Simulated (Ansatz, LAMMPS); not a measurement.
# Elastic response of amorphous Zn20Hg10Se19S11 (60 atoms), part 2 of 2

How stiff is amorphous Zn20Hg10Se19S11 (60 atoms)?

Ansatz 0.2.0; Kohn-Sham DFT, PBE, PAW (set soft_1), plane waves.

The cell: 20 Zn, 10 Hg, 19 Se and 11 S. The quench rate of 100 K/ps is many orders above laboratory rates. The network of bonds at the start is that of the classical potential that made the cell. The Brillouin zone is sampled at Γ only. The levels lack spin–orbit coupling.

So far. Step 2 (Single point at the start): The r.m.s. force at the start is 0.51 eV/Å. Step 3 (Cell and atoms relaxed): The relaxation converged after 57 steps, with a largest force component of 0.022 eV/Å.

## (4) Single point at the relaxed geometry

One more single point at the end of the walk gives the fuller output and checks the residual forces.

Input file input.yaml:

```yaml
crystal:
  lattice:
    - [12.55909, 0.41635, -0.2775]
    - [0.41635, 10.35135, 0.11212]
    - [-0.2775, 0.11212, 12.4623]
  atoms:
    - { symbol: Zn, position: [0.66845, 0.01613, 0.48581] }
    - { symbol: Zn, position: [0.9779, 0.65164, 0.52916] }
    - { symbol: Zn, position: [0.34818, 0.99771, 0.30464] }
    - { symbol: Zn, position: [0.43256, 0.94571, 0.51665] }
    - { symbol: Zn, position: [0.48831, 0.85574, 0.74208] }
    - { symbol: Zn, position: [0.52428, 0.229, 0.88262] }
    [... 48 atom lines left out ...]
    - { symbol: S, position: [0.71166, 0.93694, 0.16698] }
    - { symbol: S, position: [0.86509, 0.58949, 0.19364] }
    - { symbol: S, position: [0.81927, 0.90125, 0.5618] }
    - { symbol: S, position: [0.61005, 0.67628, 0.04197] }
    - { symbol: S, position: [0.57909, 0.84076, 0.40818] }
    - { symbol: S, position: [0.44117, 0.18073, 0.2792] }
kpoints:
  mp_grid: { grid: [1, 1, 1] }
hamiltonian:
  xc: pbe
  pseudopotentials: { kind: paw, azcp: { folder: soft_1 } }
scf:
  occupations: { method: gaussian, width: 0.05 }
output:
  forces: true
  stress: true
  populations: true
  dos:
    method: { smearing: { sigma: 0.08 } }
    de: 0.1
    projected: { site_lists: { Hg: [Hg], S: [S], Se: [Se], Zn: [Zn] } }
  eigenvalues: true
  write_density: true
  write_potential: true
  volumetric_format: npy
  elf: true
```

Run with:

```
ansatz run input.yaml --threads 4 --pin off --max-ram 8192MiB --backend cpu --events-out ev --progress --plain --runs-dir out
```

Numbers of over 12 decimals in the logs are rounded to 6 here.

Output:

```text
[...]
Crystal: 60 atoms, lattice volume = 1617.002 Å³
Basis set: ecut = 420 eV, 31599 PW (Γ), exchange–correlation on 180×144×180 points (8 copies of the dense FFT grid, shifted against one another)
Bands: 486, of which v1, the nominal top of the filled ones, is band 405 counted from 1 (404 counted from 0)
Symmetry: 1 space group operations
[...]
k-points: 1
[...]
SCF iter   1: F=—  HF=-318410.797163 eV  |F-HF|=—  |Δ(HF+E_count)|=         —  Δρ=5.00e-2  dr2=7.82e1  ethr=3.10e-3  ⟨swp⟩=6.0  Hψ=1987  notcnv=0  defer=48
[...]
SCF iter  16: F=-318394.714815 eV  HF=-318394.714815 eV  |F-HF|=3.49e-9  |Δ(HF+E_count)|=   5.72e-8  Δρ=1.55e-6  dr2=3.95e-8  ethr=1.23e-11  ⟨swp⟩=18.0  Hψ=4595  notcnv=0
SCF 1 converged in 16 iterations: F = -318394.714815 eV  dr2 = 3.95e-8
[...]
SCF converged after 16 iterations
Free energy (F): -318394.714815 eV
[...]
Internal energy: -318394.714815 eV  (E = F + TS)
E sigma→0 (E₀):  -318394.714815 eV
Fermi energy:    6.107324 eV
[...]
--- Forces (eV/Å), atoms counted from 1 ---
  atom   1  Zn    -0.00425079    -0.00023911    -0.00048266
  atom   2  Zn     0.00730506    -0.00101740     0.00661879
  atom   3  Zn     0.00645233     0.00864769     0.00453706
  atom   4  Zn    -0.00247219     0.00463937    -0.00515473
  atom   5  Zn    -0.00089574     0.00160529     0.00802171
  atom   6  Zn     0.00767090    -0.01786221    -0.00524345
  atom   7  Zn     0.00403499     0.00327984    -0.01260488
  atom   8  Zn    -0.00025913     0.01269012     0.00193377
  atom   9  Zn    -0.00645843     0.01072192    -0.00342898
  atom  10  Zn    -0.00872997     0.00223019     0.01116561
  atom  11  Zn     0.00304918    -0.00316174    -0.00446684
  atom  12  Zn     0.00561288     0.00494807    -0.01442094
  atom  13  Zn     0.00463180    -0.00645790    -0.00453876
  atom  14  Zn    -0.00316930    -0.00165402    -0.00352783
[...]
atom  59  S      0.00302283    -0.00412061    -0.00828425
  atom  60  S      0.00790291    -0.00768804     0.01029314
  max |Σ_I F_I| component: 1.40e-5 eV/Å
--- Stress (GPa, compression-positive) ---
        0.012449      -0.001515      -0.007940
       -0.001515      -0.005481       0.005380
       -0.007940       0.005380      -0.000091
  P = ⅓ Tr σ = 0.0023 GPa (0.023 kbar)
--- Band table (eV) ---
[...]
--- Löwdin populations: 60 sites ---
  site symbol       q [e]
     0     Zn     10.7484
     1     Zn     10.7722
     2     Zn     10.7718
[...]
59      S      7.0883
  spilling = 0.007039 (of n_electrons = 810.000000)
```

Run time: 49 s. Hardware: 4 threads of Arm Neoverse V2, shared host; peak memory 2.4 GiB; 3.1 min of CPU time.

Read from the output:

```
free energy                                      : -318394.7148 eV
free energy per atom                             : -5306.5786 eV/atom
SCF cycles                                       : 16
pressure                                         : 0.002292 GPa
r.m.s. force component                           : 0.00784 eV/Å
longest force                                    : 0.02849 eV/Å
Fermi energy                                     : 6.107 eV
gap (highest filled to lowest empty level) : 1.204 eV
spilling of the projection                       : 0.007039
```

## (5) Volume -3 %

The relaxed cell is scaled evenly and the atoms are relaxed again; the stress at the end gives one point of P(V).

input.yaml, the sections that differ from step 4:

```yaml
crystal:
  lattice:
    - [12.43222, 0.41214, -0.2747]
    - [0.41214, 10.24678, 0.11099]
    - [-0.2747, 0.11099, 12.33641]
  atoms:
    [... the 60 atom lines of step 4 ...]
output:
  forces: true
  eigenvalues: true
  stress: true
relax:
  f_tol: 0.05
  max_steps: 70
# kpoints, hamiltonian, scf: as in step 4
```

Output:

```text
Warning: output.stress: scf.convergence.dr2_threshold = 1e-7 eV (the SCF's general default) is looser than the 6e-9 eV advised for a printed stress (1e-10 eV for each atom of the cell: 60). What an SCF threshold leaves in a stress goes as its square root, and in the free energy as the threshold itself, and one threshold admits the most on a small cell: [...]
[...]
Crystal: 60 atoms, lattice volume = 1568.491 Å³
Basis set: ecut = 420 eV, 30647 PW (Γ), exchange–correlation on 180×144×180 points (8 copies of the dense FFT grid, shifted against one another)
Bands: 486, of which v1, the nominal top of the filled ones, is band 405 counted from 1 (404 counted from 0)
Symmetry: 1 space group operations
[...]
k-points: 1
[...]
SCF iter   1: F=—  HF=-318410.409878 eV  |F-HF|=—  |Δ(HF+E_count)|=         —  Δρ=5.02e-2  dr2=7.17e1  ethr=3.10e-3  ⟨swp⟩=6.0  Hψ=1991  notcnv=0  defer=49
[...]
SCF iter  10: F=—  HF=-318394.490189 eV  |F-HF|=—  |Δ(HF+E_count)|=   1.20e-4  Δρ=7.31e-5  dr2=7.31e-5  ethr=4.12e-8  ⟨swp⟩=2.0  Hψ=767  notcnv=0  defer=76
SCF iter  11: F=-318394.490207 eV  HF=-318394.490206 eV  |F-HF|=1.04e-6  |Δ(HF+E_count)|=   1.64e-5  Δρ=4.00e-5  dr2=2.13e-5  ethr=7.72e-9  ⟨swp⟩=14.0  Hψ=2879  notcnv=0
SCF 1 converged in 11 iterations: F = -318394.490207 eV  dr2 = 2.13e-5
[...]
relax step   1: F+E_penalty+E_count = -318394.49020660 eV  Δ(F+E_penalty+E_count) = +0.000e0 eV  max|allowed force component| = 3.060e-1 eV/Å  Δτ_max = 0.0000 Å  (11 SCF iters, dr2 threshold 6.25e-5 eV, accepted)
[...]
relax step   2: F+E_penalty+E_count = -318394.58347502 eV  Δ(F+E_penalty+E_count) = -9.327e-2 eV  max|allowed force component| = 1.449e-1 eV/Å  Δτ_max = 0.0727 Å  (7 SCF iters, dr2 threshold 5.85e-6 eV, accepted)
[...]
relax step   3: F+E_penalty+E_count = -318394.60534315 eV  Δ(F+E_penalty+E_count) = -2.187e-2 eV  max|allowed force component| = 4.859e-2 eV/Å  Δτ_max = 0.0491 Å  (9 SCF iters, accepted)
SCF converged after 9 iterations
Free energy (F): -318394.605343 eV
[...]
Internal energy: -318394.605343 eV  (E = F + TS)
E sigma→0 (E₀):  -318394.605343 eV
Fermi energy:    6.502160 eV
[...]
Σ components = -318394.605343   (vs F -318394.605343, Δ=0.00e0)
--- Forces (eV/Å), atoms counted from 1 ---
  atom   1  Zn    -0.00272827    -0.00297320    -0.00336692
  atom   2  Zn     0.01718319    -0.00579599     0.00647681
  atom   3  Zn     0.00471986    -0.01920497    -0.01407382
  atom   4  Zn     0.02188093     0.00776294    -0.01288714
[...]
atom  60  S      0.03123140    -0.02059415    -0.00670189
  max |Σ_I F_I| component: 8.60e-5 eV/Å
--- Stress (GPa, compression-positive) ---
        0.747196       0.004801      -0.098858
        0.004801       0.842518       0.020448
       -0.098858       0.020448       0.655787
  P = ⅓ Tr σ = 0.7485 GPa (7.485 kbar)
--- Band table (eV) ---
[...]
--- Relaxed structure (3 steps of the walk, 3 accepted, 0 SCFs on fresh bases) ---
  F+E_penalty+E_count = -318394.60534315 eV   max|allowed force component| = 4.859e-2 eV/Å
  atoms:
    - { symbol: Zn, position: [0.666446, 0.017233, 0.488360] }
    - { symbol: Zn, position: [0.981017, 0.652909, 0.528436] }
    - { symbol: Zn, position: [0.345161, 0.996767, 0.305201] }
    - { symbol: Zn, position: [0.429770, 0.945653, 0.518197] }
[...]
- { symbol: S, position: [0.440286, 0.179836, 0.280985] }
```

Run time: 80 s. Hardware: 4 threads; peak memory 2.4 GiB; 5.1 min of CPU time.

The program notes that the SCF threshold is loose for the stress.

The relaxation converged after 3 steps, 0.115 eV below its start, with a largest force component of 0.049 eV/Å.

Volume -3 %: the energy stands 0.109 eV above that of the reference, at a pressure of 0.749 GPa.

## (6) Volume +3 %

The relaxed cell is scaled to another volume.

Input and log are left out; they have the form of those shown for this kind of step.

It took 2.3 min on 4 threads of Arm Neoverse V2, shared host; peak memory 2.5 GiB; 9 min of CPU time.

The relaxation converged after 5 steps, 0.120 eV below its start, with a largest force component of 0.040 eV/Å.

Volume +3 %: the energy stands 0.0788 eV above that of the reference, at a pressure of -0.519 GPa.

## (7) Volume -6 %

The relaxed cell is scaled to another volume.

input.yaml, the sections that differ from step 5:

```yaml
crystal:
  lattice:
    - [12.30271, 0.40785, -0.27184]
    - [0.40785, 10.14004, 0.10983]
    - [-0.27184, 0.10983, 12.2079]
  atoms:
    [... the 60 atom lines of step 4 ...]
# kpoints, hamiltonian, scf, output, relax: as in step 5
```

Output:

```text
[...]
Crystal: 60 atoms, lattice volume = 1519.982 Å³
Basis set: ecut = 420 eV, 29709 PW (Γ), exchange–correlation on 180×144×180 points (8 copies of the dense FFT grid, shifted against one another)
Bands: 486, of which v1, the nominal top of the filled ones, is band 405 counted from 1 (404 counted from 0)
Symmetry: 1 space group operations
[...]
k-points: 1
[...]
SCF iter   1: F=—  HF=-318409.560652 eV  |F-HF|=—  |Δ(HF+E_count)|=         —  Δρ=5.05e-2  dr2=6.86e1  ethr=3.10e-3  ⟨swp⟩=6.0  Hψ=2000  notcnv=0  defer=49
[...]
SCF iter  10: F=—  HF=-318393.763862 eV  |F-HF|=—  |Δ(HF+E_count)|=   1.21e-4  Δρ=3.84e-5  dr2=2.89e-5  ethr=1.34e-8  ⟨swp⟩=2.0  Hψ=767  notcnv=0  defer=76
SCF iter  11: F=-318393.763908 eV  HF=-318393.763908 eV  |F-HF|=5.20e-8  |Δ(HF+E_count)|=   4.61e-5  Δρ=1.95e-5  dr2=7.79e-6  ethr=3.57e-9  ⟨swp⟩=13.0  Hψ=2913  notcnv=0
SCF 1 converged in 11 iterations: F = -318393.763908 eV  dr2 = 7.79e-6
[...]
relax step   1: F+E_penalty+E_count = -318393.76390823 eV  Δ(F+E_penalty+E_count) = +0.000e0 eV  max|allowed force component| = 6.470e-1 eV/Å  Δτ_max = 0.0000 Å  (11 SCF iters, dr2 threshold 6.25e-5 eV, accepted)
[...]
relax step   2: F+E_penalty+E_count = -318394.15747591 eV  Δ(F+E_penalty+E_count) = -3.936e-1 eV  max|allowed force component| = 2.982e-1 eV/Å  Δτ_max = 0.1396 Å  (7 SCF iters, dr2 threshold 2.62e-5 eV, accepted)
[...]
relax step   3: F+E_penalty+E_count = -318394.25182952 eV  Δ(F+E_penalty+E_count) = -9.435e-2 eV  max|allowed force component| = 1.201e-1 eV/Å  Δτ_max = 0.1076 Å  (8 SCF iters, dr2 threshold 5.56e-6 eV, accepted)
relax step   4: F+E_penalty+E_count = -318394.26605950 eV  Δ(F+E_penalty+E_count) = -1.423e-2 eV  max|allowed force component| = 1.551e-1 eV/Å  Δτ_max = 0.2000 Å  (10 SCF iters, accepted)
relax step   5: F+E_penalty+E_count = -318394.29812079 eV  Δ(F+E_penalty+E_count) = -3.206e-2 eV  max|allowed force component| = 7.024e-2 eV/Å  Δτ_max = 0.0858 Å  (7 SCF iters, dr2 threshold 3.90e-6 eV, accepted)
relax step   6: F+E_penalty+E_count = -318394.30766715 eV  Δ(F+E_penalty+E_count) = -9.546e-3 eV  max|allowed force component| = 1.236e-1 eV/Å  Δτ_max = 0.2000 Å  (10 SCF iters, accepted)
relax step   7: F+E_penalty+E_count = -318394.32323027 eV  Δ(F+E_penalty+E_count) = -1.556e-2 eV  max|allowed force component| = 5.948e-2 eV/Å  Δτ_max = 0.0454 Å  (7 SCF iters, dr2 threshold 3.13e-6 eV, accepted)
relax step   8: F+E_penalty+E_count = -318394.33026034 eV  Δ(F+E_penalty+E_count) = -7.030e-3 eV  max|allowed force component| = 8.021e-2 eV/Å  Δτ_max = 0.2000 Å  (10 SCF iters, accepted)
relax step   9: F+E_penalty+E_count = -318394.33967697 eV  Δ(F+E_penalty+E_count) = -9.417e-3 eV  max|allowed force component| = 4.491e-2 eV/Å  Δτ_max = 0.0229 Å  (8 SCF iters, accepted)
relax step  10: F+E_penalty+E_count = -318394.34815477 eV  Δ(F+E_penalty+E_count) = -8.478e-3 eV  max|allowed force component| = 4.121e-2 eV/Å  Δτ_max = 0.0766 Å  (9 SCF iters, accepted)
relax step  11: F+E_penalty+E_count = -318394.35963190 eV  Δ(F+E_penalty+E_count) = -1.148e-2 eV  max|allowed force component| = 7.880e-2 eV/Å  Δτ_max = 0.1967 Å  (10 SCF iters, accepted)
relax step  12: F+E_penalty+E_count = -318394.36672201 eV  Δ(F+E_penalty+E_count) = -7.090e-3 eV  max|allowed force component| = 9.099e-2 eV/Å  Δτ_max = 0.1710 Å  (7 SCF iters, dr2 threshold 5.23e-6 eV, accepted)
relax step  13: F+E_penalty+E_count = -318394.37527249 eV  Δ(F+E_penalty+E_count) = -8.550e-3 eV  max|allowed force component| = 7.932e-2 eV/Å  Δτ_max = 0.0476 Å  (6 SCF iters, dr2 threshold 8.28e-6 eV, accepted)
relax step  14: F+E_penalty+E_count = -318394.36160942 eV  Δ(F+E_penalty+E_count) = +1.366e-2 eV  max|allowed force component| = 1.594e-1 eV/Å  Δτ_max = 0.2000 Å  (9 SCF iters, dr2 threshold 4.78e-6 eV, rejected (line search))
relax step  15: F+E_penalty+E_count = -318394.39374507 eV  Δ(F+E_penalty+E_count) = -1.847e-2 eV  max|allowed force component| = 4.062e-2 eV/Å  Δτ_max = 0.0972 Å  (10 SCF iters, accepted)
[...]
relax step  16: F+E_penalty+E_count = -318394.40085165 eV  Δ(F+E_penalty+E_count) = -7.107e-3 eV  max|allowed force component| = 3.679e-2 eV/Å  Δτ_max = 0.0970 Å  (9 SCF iters, accepted)
SCF converged after 9 iterations
Free energy (F): -318394.400852 eV
[...]
Internal energy: -318394.400852 eV  (E = F + TS)
E sigma→0 (E₀):  -318394.400852 eV
Fermi energy:    6.922098 eV
[...]
Σ components = -318394.400852   (vs F -318394.400852, Δ=0.00e0)
--- Forces (eV/Å), atoms counted from 1 ---
  atom   1  Zn    -0.00748989     0.01449435     0.00526645
  atom   2  Zn     0.00176112    -0.00404568    -0.00089959
  atom   3  Zn    -0.01327198    -0.00730234    -0.00965367
  atom   4  Zn     0.00538955    -0.00194364     0.01015805
[...]
atom  60  S      0.00761588    -0.00551236    -0.00201155
  max |Σ_I F_I| component: 9.70e-5 eV/Å
--- Stress (GPa, compression-positive) ---
        1.426057       0.149733      -0.238325
        0.149733       1.490937       0.106182
       -0.238325       0.106182       1.562440
  P = ⅓ Tr σ = 1.4931 GPa (14.931 kbar)
--- Band table (eV) ---
[...]
--- Relaxed structure (16 steps of the walk, 15 accepted, 0 SCFs on fresh bases) ---
  F+E_penalty+E_count = -318394.40085165 eV   max|allowed force component| = 3.679e-2 eV/Å
  atoms:
    - { symbol: Zn, position: [0.666288, 0.038730, 0.503156] }
    - { symbol: Zn, position: [0.987644, 0.663565, 0.524044] }
    - { symbol: Zn, position: [0.331301, 0.987220, 0.307865] }
    - { symbol: Zn, position: [0.424523, 0.959230, 0.528066] }
[...]
- { symbol: S, position: [0.432783, 0.166136, 0.283258] }
```

Elapsed: 6.7 min, on 4 threads; peak memory 2.4 GiB; 26 min of CPU time.

The relaxation converged after 16 steps, 0.637 eV below its start, with a largest force component of 0.037 eV/Å.

Volume -6 %: the energy stands 0.314 eV above that of the reference, at a pressure of 1.49 GPa.

## (8) Volume +6 %

The relaxed cell is scaled to another volume.

Input and log are left out; they have the form of those shown for this kind of step.

It took 6.1 min on 4 threads of Arm Neoverse V2, shared host; peak memory 2.6 GiB; 24 min of CPU time.

The relaxation was stopped at its limit after 12 steps, 0.653 eV below its start, with a largest force component of 0.065 eV/Å.

Volume +6 %: the energy stands 0.101 eV above that of the reference.

## (9) Volume -10 %

The relaxed cell is scaled to another volume.

Input and log are left out; they have the form of those shown for this kind of step.

Elapsed: 2.5 min, on 4 threads of Arm Neoverse V2, shared host; peak memory 2.3 GiB; 9.7 min of CPU time.

The relaxation was stopped at its limit after 6 steps, 1.64 eV below its start, with a largest force component of 0.18 eV/Å.

Volume -10 %: the energy stands 1.23 eV above that of the reference.

## (10) Pressure against volume

Atoms are relaxed at each volume, in the scaled cell.

| volume change (%) | volume (Å³/atom) | energy change (meV/atom) | pressure (GPa) | largest move on relaxing (Å) | bonds | gap (eV) |
| --- | --- | --- | --- | --- | --- | --- |
| -6 | 25.333 | 5.23 | 1.49 | 0.78 | 100 | 1.19 |
| -3 | 26.142 | 1.82 | 0.75 | 0.10 | 102 | 1.21 |
| +0 | 26.950 | 0.00 | 0.00 | - | 101 | 1.20 |
| +3 | 27.759 | 1.31 | -0.52 | 0.20 | 101 | 1.20 |

## (11) Outcome

The bulk modulus, from the slope of pressure against ln V over the three points nearest the relaxed volume, is 21.1 GPa; between neighbouring points the slope runs 24, 24 and 18 GPa from the smallest volume up, without a steady fall, so no pressure derivative is given. The count of bonds runs from 100 to 102 over the series, so at some points contacts cross the cutoffs. At -6 % some atom moved by over 0.5 Å on relaxing, so that point may sit in another local minimum. The gap goes from 1.19 eV at the smallest volume to 1.20 eV at the largest, not monotonically (lowest 1.19, highest 1.21 eV), on the run's k-points.

Caveats: Strains are finite and relaxations stop at the force tolerance of the input, which can leave moduli too stiff; they are those of a static cell at zero temperature. Volumes are changed with the cell's shape held, so in an anisotropic solid the modulus lies over the one under free hydrostatic load. The program notes that the SCF threshold of the relaxations is loose for the stress.

The DFT runs together took 44 min of wall time.

[Logs are printed without paths, hosts, clocks, repeated set-up lines and the standing remarks that a program may print on its own settings, such as how far it seeks lower states.]

[Hosts, paths, dates, database ids (printed as entryN), source tags and the programs' standing remarks are cut or masked in the printed files.]
